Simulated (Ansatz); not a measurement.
# Sr2SnS2O2: relaxing a made-up structure, part 2 of 2

Starting from a made-up structure for Sr2SnS2O2, the aim is the relaxed cell, its shortest contacts and, where a second run follows, its electronic structure.

Ansatz 0.2.0; DFT, PBE, plane-wave PAW, files of the set soft_1, scalar-relativistic, no spin, cell and ions relaxed at zero pressure; PAW set soft_1 (the session's first sound run).

So far: The starting structure; Relaxation of the guess. The relaxed cell has a = 5.176, c = 12.064 Å (conventional setting).

### 3. Electronic structure of the relaxed cell

With the geometry fixed, one more self-consistent run, with a narrower smearing and the mesh shown in its input, gives the bands, and its pressure, and its forces where symmetry allows any, show how far the geometry depends on these settings.

This step: DFT, PBE, plane-wave PAW, files of the set soft_1, scalar-relativistic, no spin, bands and density of states at the relaxed cell; PAW set soft_1 (Ansatz 0.2.0).

input.yaml

```yaml
crystal:
  lattice:
    - [-2.5880001974, 2.5880001974, 6.0322236969]
    - [2.5880001974, -2.5880001974, 6.0322236969]
    - [2.5880001974, 2.5880001974, -6.0322236969]
  atoms:
    - { symbol: Sn, position: [0.0, 0.0, 0.0] }
    - { symbol: Sr, position: [0.6483646051, 0.6483646051, 0.0] }
    - { symbol: Sr, position: [0.3516353949, 0.3516353949, 0.0] }
    - { symbol: S, position: [0.5, 0.0, 0.5] }
    - { symbol: S, position: [0.0, 0.5, 0.5] }
    - { symbol: O, position: [0.8344272888, 0.8344272888, 0.0] }
    - { symbol: O, position: [0.1655727112, 0.1655727112, 0.0] }
kpoints:
  mp_grid: { grid: [8, 8, 8] }
  band_path:
    path:
      - [[0.0, 0.0, 0.0], [0.0, 0.0, 0.5], [-0.09203303, 0.09203303, 0.5], [-0.29601652, 0.29601652, 0.29601652], [0.0, 0.0, 0.0], [0.5, 0.5, -0.5], [0.29601652, 0.70398348, -0.29601652], [0.0, 0.5, 0.0], [0.25, 0.25, 0.25], [0.5, 0.5, -0.09203303], [0.5, 0.5, -0.5]]
      - [[0.0, 0.0, 0.5], [0.25, 0.25, 0.25]]
    npoints: 7
scf:
  occupations: { method: fermi_dirac, width: 0.03 }
  n_extra_bands: 11
hamiltonian:
  xc: pbe
  pseudopotentials: { kind: paw, azcp: { folder: soft_1 } }
output:
  forces: true
  stress: true
  write_bands: true
  dos: { projected: true }
  write_density: true
  write_potential: true
  elf: true
  volumetric_format: npy
```

On the command line:

```bash
> ansatz run input.yaml --threads 4 --pin off --max-ram 10240MiB --backend cpu --events-out ev --progress --plain --runs-dir out
```

Numbers of over 12 decimals in the logs are rounded to 6 here.

The log of the run:

```text
[...]
Crystal: 7 atoms, lattice volume = 161.609 Å³
Basis set: ecut = 420 eV, 3157 PW (Γ), exchange–correlation on 96×96×96 points (8 copies of the dense FFT grid, shifted against one another)
Bands: 40, of which v1, the nominal top of the filled ones, is band 29 counted from 1 (28 counted from 0)
Symmetry: 16 space group operations
[...]
k-points: 59 of 512
[...]
SCF iter   1: F=—  HF=-16060.639582 eV  |F-HF|=—  |Δ(HF+E_count)|=         —  Δρ=6.14e-2  dr2=9.37e0  ethr=3.10e-3  ⟨swp⟩=10.8  Hψ=15091  notcnv=0  defer=12
[...]
SCF iter   9: F=-16058.034362 eV  HF=-16058.034362 eV  |F-HF|=2.20e-8  |Δ(HF+E_count)|=   6.52e-7  Δρ=2.77e-6  dr2=1.39e-8  ethr=1.72e-10  ⟨swp⟩=22.5  Hψ=23732  notcnv=0
SCF 1 converged in 9 iterations: F = -16058.034362 eV  dr2 = 1.39e-8
[...]
NSCF: frozen V_eff on 79 k-points
SCF converged after 9 iterations
Free energy (F): -16058.034362 eV
[...]
Internal energy: -16058.034362 eV  (E = F + TS)
E sigma→0 (E₀):  -16058.034362 eV
Fermi energy:    6.620005 eV
[...]
--- Forces (eV/Å), atoms counted from 1 ---
  atom   1  Sn    -0.00000000     0.00000000     0.00000000
  atom   2  Sr     0.00000000     0.00000000     0.00065425
  atom   3  Sr     0.00000000    -0.00000000    -0.00065425
  atom   4  S      0.00000000     0.00000000    -0.00000000
  atom   5  S      0.00000000     0.00000000    -0.00000000
  atom   6  O      0.00000000    -0.00000000    -0.00157649
  atom   7  O      0.00000000    -0.00000000     0.00157649
  max |Σ_I F_I| component: 5.29e-18 eV/Å
--- Stress (GPa, compression-positive) ---
        0.003245       0.000000      -0.000000
        0.000000       0.003245      -0.000000
        0.000000       0.000000       0.003493
  P = ⅓ Tr σ = 0.0033 GPa (0.033 kbar)
--- Band table (eV; the first three rows and the last of 59) ---
  k-point 0: bands = [... 25 lower, 4.7883, 4.7883, 5.3565, 5.3565, 7.4510, 8.5449, 9.9786, 10.5036, ... 7 higher]
  k-point 1: bands = [... 25 lower, 5.0088, 5.0249, 5.1966, 5.3534, 7.7738, 8.8612, 10.3198, 10.7201, ... 7 higher]
  k-point 2: bands = [... 25 lower, 5.0685, 5.3449, 5.3482, 5.4433, 8.3397, 9.6333, 10.9085, 10.9787, ... 7 higher]
  k-point 58: bands = [... 25 lower, 4.7861, 4.8247, 5.3835, 5.3835, 7.2210, 10.1197, 10.2177, 10.4408, ... 7 higher]
```

The job ended after 13 s (4 threads of Arm Neoverse V1, shared host; peak memory 0.71 GiB).

This step gave:

```yaml
fermi_energy: 6.620 eV
gap_by_band_count: 1.247 eV
pressure: 0.003327 GPa
gap_on_the_k_mesh: 1.247 eV
```

From bands.tsv. The electronic bands at the labelled points (eV, zero at the valence top; v1 is the highest filled band, c1 the lowest empty one):

| point | v4 | v3 | v2 | v1 | c1 | c2 | c3 | c4 |
| --- | --- | --- | --- | --- | --- | --- | --- | --- |
| Γ | -1.19 | -1.19 | -0.62 | -0.62 | 1.48 | 2.57 | 4.00 | 4.53 |
| 0.43 of the way | -0.93 | -0.71 | -0.65 | -0.62 | 2.19 | 3.41 | 4.77 | 5.03 |
| X | -0.67 | -0.45 | -0.37 | 0.00 | 3.47 | 3.84 | 4.01 | 4.68 |
| 0.57 of the way | -0.74 | -0.50 | -0.39 | -0.02 | 3.66 | 3.78 | 3.85 | 4.82 |
| Y | -0.90 | -0.53 | -0.42 | -0.05 | 3.44 | 3.88 | 3.99 | 5.00 |
| 0.57 of the way | -0.93 | -0.76 | -0.69 | -0.21 | 2.74 | 4.30 | 4.44 | 5.21 |
| S | -1.16 | -0.91 | -0.74 | -0.25 | 2.58 | 4.33 | 4.60 | 5.49 |
| 0.57 of the way | -1.22 | -0.87 | -0.67 | -0.61 | 2.19 | 3.18 | 4.71 | 4.94 |
| Γ | -1.19 | -1.19 | -0.62 | -0.62 | 1.48 | 2.57 | 4.00 | 4.53 |
| 0.43 of the way | -1.09 | -1.09 | -0.65 | -0.65 | 1.57 | 3.02 | 4.13 | 4.34 |
| Z | -1.19 | -1.15 | -0.59 | -0.59 | 1.25 | 4.15 | 4.24 | 4.47 |
| 0.43 of the way | -1.22 | -0.69 | -0.67 | -0.66 | 1.45 | 4.25 | 4.31 | 4.80 |
| S1 | -1.16 | -0.91 | -0.74 | -0.25 | 2.58 | 4.33 | 4.60 | 5.49 |
| 0.43 of the way | -1.14 | -0.98 | -0.75 | -0.23 | 2.95 | 4.17 | 4.66 | 5.14 |
| N | -1.09 | -1.08 | -0.77 | -0.23 | 3.46 | 3.86 | 4.64 | 4.86 |
| 0.57 of the way | -0.85 | -0.81 | -0.41 | -0.18 | 3.68 | 3.94 | 4.41 | 4.51 |
| P | -0.67 | -0.45 | -0.17 | -0.17 | 3.73 | 3.73 | 4.03 | 4.37 |
| 0.43 of the way | -0.71 | -0.48 | -0.31 | -0.07 | 3.67 | 3.78 | 3.96 | 4.57 |
| Y1 | -0.90 | -0.53 | -0.42 | -0.05 | 3.44 | 3.88 | 3.99 | 5.00 |
| 0.57 of the way | -0.88 | -0.78 | -0.60 | -0.58 | 1.64 | 4.18 | 4.50 | 4.63 |
| Z | -1.19 | -1.15 | -0.59 | -0.59 | 1.25 | 4.15 | 4.24 | 4.47 |
| jump to X | -0.67 | -0.45 | -0.37 | 0.00 | 3.47 | 3.84 | 4.01 | 4.68 |
| 0.57 of the way | -0.67 | -0.45 | -0.29 | -0.06 | 3.57 | 3.90 | 3.93 | 4.52 |
| P | -0.67 | -0.45 | -0.17 | -0.17 | 3.73 | 3.73 | 4.03 | 4.37 |

States per cell as run, both spins, in windows of 1 eV, from dos.tsv (zero at the valence-band top):

| from | to | total |
| --- | --- | --- |
| -8 | -7 | 0.26 |
| -7 | -6 | 1.07 |
| -6 | -5 | 0.64 |
| -5 | -4 | 0.62 |
| -4 | -3 | 3.14 |
| -3 | -2 | 4.01 |
| -2 | -1 | 7.16 |
| -1 | 0 | 7.11 |
| 0 | 1 | 0.00 |
| 1 | 2 | 0.40 |
| 2 | 3 | 0.96 |
| 3 | 4 | 1.94 |
| 4 | 5 | 4.44 |
| 5 | 6 | 7.92 |

A further 34.0 states lie below the table's range.

Electrostatic potential energy in the ab plane of the cell as run, not the conventional one, at fractional z = 0.000, with atoms of Sn and Sr and O within 0.2 Å of it. With pseudopotentials it is smooth inside the atoms' cores, unlike the true potential.

Values in eV, 11 rows by 16 columns, each cell a mean:
```
   0  -12  -16    4   10   11   10    9    8    9   11    9   -6   -7  -10  -13
  -9  -13   -5    4    9    9    8    5    2    2    5    5  -24  -38  -24   -3
   9    7    7    8    9    9    7    1  -14  -46  -41   -9   -2  -16  -18    3
  11   10    9    9    9    9    8    3  -19  -97 -116  -90  -14    5    9   11
  10    9    7    5    5    6    7    6    0  -28  -79  -91  -30   -1    7   10
   9    8    4   -5  -21  -22   -5    3    5    4   -2   -8   -4    2    7    9
  11    9    5   -9  -82 -110  -83  -18    3    7    8    7    7    7    9   10
  11    7    5    2  -32  -94 -111  -54   -3    6    9   10    9    9   10   11
   7  -16  -31  -19    1   -6  -21  -14   -1    5    9    9    8    6    4    5
 -12   -9  -28  -31   -7    9    6    5    6    8    9   10    7   -3  -18  -17
   4  -15   -5    2    8   11   11    9    9   10   11   11    8   -3  -19    6
```
Columns run along a (7.1 Å; values clipped at the 3rd and 97th percentile), rows up along b (7.1 Å). Atoms in or near the plane, at fractional coordinates: Sn at (0.00, 0.00), Sr at (0.65, 0.65), Sr at (0.35, 0.35), O at (0.83, 0.83), O at (0.17, 0.17).

Valence density in the ab plane of the cell as run, not the conventional one, at fractional z = 0.000, with atoms of Sn and Sr and O within 0.2 Å of it. It is the smooth field of the valence electrons, not physical close to the nuclei.

Ten steps, logarithmic in the rise over the least value, from '_' (0 e/Å³) to '@' (11 e/Å³), each cell a mean:
```
@@@@**--......____________..--======++%%
####**--..________________::==**##**==++
======::..__________......::==##%%%%**==
::::::......______..::----::--**%%%%##==
::..........______::==++++++--==**##**==
..________________::++******++----====--
..________________..==********++::::::..
__________________..--++******++--..____
________......______..--++****++--..____
______..::----::..____..--==++==::..____
______::==++**++--..____....::::..______
______::==********--..__________________
......::==********++::__________________
::--------++********--..______________..
::==**++==--++****++--..______....____..
--++%%%%**==--======::..______..........
--++##@@%%++--::::::..________....::----
++==**##%%**--..______________..::==****
%%**==++++==--..______________..::==##@@
@@%%++----::::..__________....::::==##@@
```
Columns run along a (7.1 Å), rows up along b (7.1 Å). Atoms in or near the plane, at fractional coordinates: Sn at (0.00, 0.00), Sr at (0.65, 0.65), Sr at (0.35, 0.35), O at (0.83, 0.83), O at (0.17, 0.17).

ELF in the ab plane of the cell as run, not the conventional one, at fractional z = 0.000, with atoms of Sn and Sr and O within 0.2 Å of it. It is the smooth field of the valence electrons, not physical close to the nuclei.

Values, 11 rows by 16 columns, each cell a mean:
```
0.04 0.08 0.21 0.18 0.16 0.15 0.09 0.02 0.02 0.13 0.50 0.76 0.77 0.65 0.39 0.13
0.22 0.20 0.20 0.16 0.09 0.04 0.02 0.08 0.32 0.30 0.23 0.59 0.75 0.49 0.67 0.51
0.35 0.12 0.12 0.12 0.10 0.07 0.04 0.28 0.80 0.82 0.71 0.42 0.46 0.71 0.79 0.76
0.36 0.07 0.04 0.06 0.07 0.07 0.05 0.19 0.78 0.64 0.23 0.62 0.57 0.27 0.54 0.64
0.12 0.02 0.03 0.09 0.12 0.09 0.04 0.03 0.37 0.78 0.67 0.68 0.85 0.46 0.08 0.16
0.03 0.02 0.21 0.66 0.76 0.71 0.52 0.17 0.03 0.17 0.43 0.57 0.56 0.30 0.04 0.02
0.30 0.22 0.17 0.69 0.76 0.39 0.66 0.76 0.20 0.04 0.05 0.05 0.05 0.03 0.02 0.11
0.62 0.75 0.57 0.31 0.63 0.54 0.49 0.82 0.55 0.06 0.06 0.08 0.08 0.06 0.06 0.20
0.56 0.78 0.65 0.69 0.41 0.42 0.70 0.79 0.49 0.06 0.04 0.08 0.12 0.15 0.15 0.19
0.25 0.57 0.61 0.66 0.81 0.48 0.15 0.16 0.08 0.02 0.03 0.06 0.13 0.19 0.21 0.16
0.02 0.16 0.40 0.62 0.70 0.61 0.31 0.05 0.02 0.09 0.25 0.30 0.28 0.23 0.15 0.01
```
Columns run along a (7.1 Å), rows up along b (7.1 Å). Atoms in or near the plane, at fractional coordinates: Sn at (0.00, 0.00), Sr at (0.65, 0.65), Sr at (0.35, 0.35), O at (0.83, 0.83), O at (0.17, 0.17).

### 4. Results

- space group, relaxed: I4/mmm
- conventional cell: a = 5.176, b = 5.176, c = 12.064 Å; α = 90.0°, β = 90.0°, γ = 90.0°
- volume per atom: 23.09 Å³ (guess 18.48)

In words: Sr2SnS2O2 relaxes to I4/mmm with a = 5.176, b = 5.176 and c = 12.064 Å. The guessed volume was 20 % too small. The space group I4/mmm was held in the relaxation, so the end point is a stationary structure within it and may be a saddle against distortions or other arrangements. It has an indirect Kohn–Sham gap of 1.25 eV, which semilocal functionals understate. On the 8×8×8 mesh with the narrower smearing (relaxed on 9×9×9) the largest force component is 0.002 eV/Å and the largest stress component is 0.003 GPa, within the relaxation's thresholds of 0.015 eV/Å and 0.05 GPa. The cutoff wasn't tested. No dispersion term is used, so weakly bound directions may come out too long. Nothing here tests whether the compound is stable against decomposition.

[Logs are printed without paths, hosts, clocks, repeated set-up lines and the standing remarks that a program may print on its own settings, such as how far it seeks lower states.]

[Hosts, paths, dates, database ids (printed as entryN), source tags and the programs' standing remarks are cut or masked in the printed files.]
